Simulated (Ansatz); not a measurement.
Rows from a G0W0 calculation on MgBrF (1T monolayer (Janus)) (Ansatz 0.2.0; G0W0 on LDA, plane waves, PAW; 3×3×1 mesh, 174 empty bands, screening to 42 eV), in eV. Spin-orbit coupling is left out.

```csv
row,k,band,start,Σx,Σc at the solution,Vxc
A,Γ,c2,-0.774,-0.938,-0.746,-1.947
B,Γ,c1,-3.208,-5.255,-2.572,-9.269
C,Γ,v1,-5.676,-20.896,2.304,-17.445
```

Q: Give the quasiparticle energies and the shift of each level.

The quasiparticle equation reads E = start + Σx + Σc(E) − Vxc.

```csv
row,E (eV),shift (eV)
A,-0.511,+0.263
B,-1.766,+1.442
C,-6.823,−1.147
```

Limits: not at the basis limit; coarse mesh for a sheet; no spin-orbit coupling.

[Paths, hosts, dates, memory and timing lines, banners, echoed tables and standing remarks are left out of the program output.]

[Logs are printed without paths, hosts, clocks, repeated set-up lines and the standing remarks that a program may print on its own settings, such as how far it seeks lower states.]

[Runs of the session that timed out or met a known fault of the program may be left out.]

[Cells called generated may have been cut or substituted from an entry of the Crystallography Open Database or the Materials Project.]

[Hosts, paths, dates, database ids (printed as entryN), source tags and the programs' standing remarks are cut or masked in the printed files.]
